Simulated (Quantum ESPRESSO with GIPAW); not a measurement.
# 19F assignment in Li2BF5

The values are calculated: DFT, PBEsol, plane-wave PAW (pslibrary 1.0.0 recipes), scalar-relativistic, GIPAW shieldings (Quantum ESPRESSO with GIPAW, a patched development version). Shieldings are without the macroscopic shape term, which is common to all sites.

```cif
data_structure
_symmetry_space_group_name_H-M 'P 1'
_symmetry_Int_Tables_number 1
_cell_length_a 7.1024
_cell_length_b 7.1024
_cell_length_c 7.1024
_cell_angle_alpha 136.584
_cell_angle_beta 136.584
_cell_angle_gamma 63.079
_cell_volume 167.10
loop_
_atom_site_label
_atom_site_type_symbol
_atom_site_fract_x
_atom_site_fract_y
_atom_site_fract_z
_atom_site_occupancy
F1 F 0.68373 0.96299 0.27926 1
F2 F 0.71299 0.93373 0.77926 1
F3 F 0.15447 0.93373 0.22074 1
F4 F 0.68373 0.40447 0.72074 1
F5 F 0.06627 0.28701 0.22074 1
F6 F 0.03701 0.31627 0.72074 1
F7 F 0.59553 0.31627 0.27926 1
F8 F 0.06627 0.84553 0.77926 1
F9 F 0.50000 0.50000 0.00000 1
F10 F 0.25000 0.75000 0.50000 1
B11 B 0.75000 0.25000 0.50000 1
B12 B 0.00000 0.00000 0.00000 1
Li13 Li 0.37500 0.62500 0.25000 1
Li14 Li 0.37500 0.62500 0.75000 1
Li15 Li 0.87500 0.62500 0.25000 1
Li16 Li 0.37500 0.12500 0.75000 1
```

The cell is a computed entry of the Materials Project; it need not be the form that is stable at ambient conditions. The coordinates shown are those after relaxation (atoms relaxed).

The F sites:

```
site  atom no.  atoms in cell  site symmetry   surroundings     bonds (Å)
F(1)         1              8              m  bound to BLi2  1.41 to 2.09
F(2)         9              2           -4m2   bound to Li4         2.004
```

The lines, in order of position:

```
line  σ_iso (ppm)  relative area  span (ppm)  skew
   A        362.5              1        31.7  1.00
   B        309.9              4        70.0  1.00
```

Simulated spectrum: 19F MAS at 62.5 kHz, 9.4 T (376.7 MHz), lines broadened by 2 ppm; the axis counts ppm from the isotropic position of the most shielded site, as −Δσ; rigid lattice, with dipolar and J couplings left out. Its lines over 1.5 % of the strongest:

```
offset (ppm)  area
        52.6  1.00
         0.0  0.25
```

Q: Assign the lines to the sites.

A: A is F(2) (bound to Li4); B is F(1) (bound to BLi2). The areas settle A and B, whose multiplicities are unique. F(2) lies on an axis of order three or more, which demands an axial or isotropic tensor.

[Banner, clock, file and message-heading lines were taken out of the pw.x and gipaw.x logs.]

[Logs are printed without paths, hosts, clocks, repeated set-up lines and the standing remarks that a program may print on its own settings, such as how far it seeks lower states.]

[Hosts, paths, dates, database ids (printed as entryN), source tags and the programs' standing remarks are cut or masked in the printed files.]
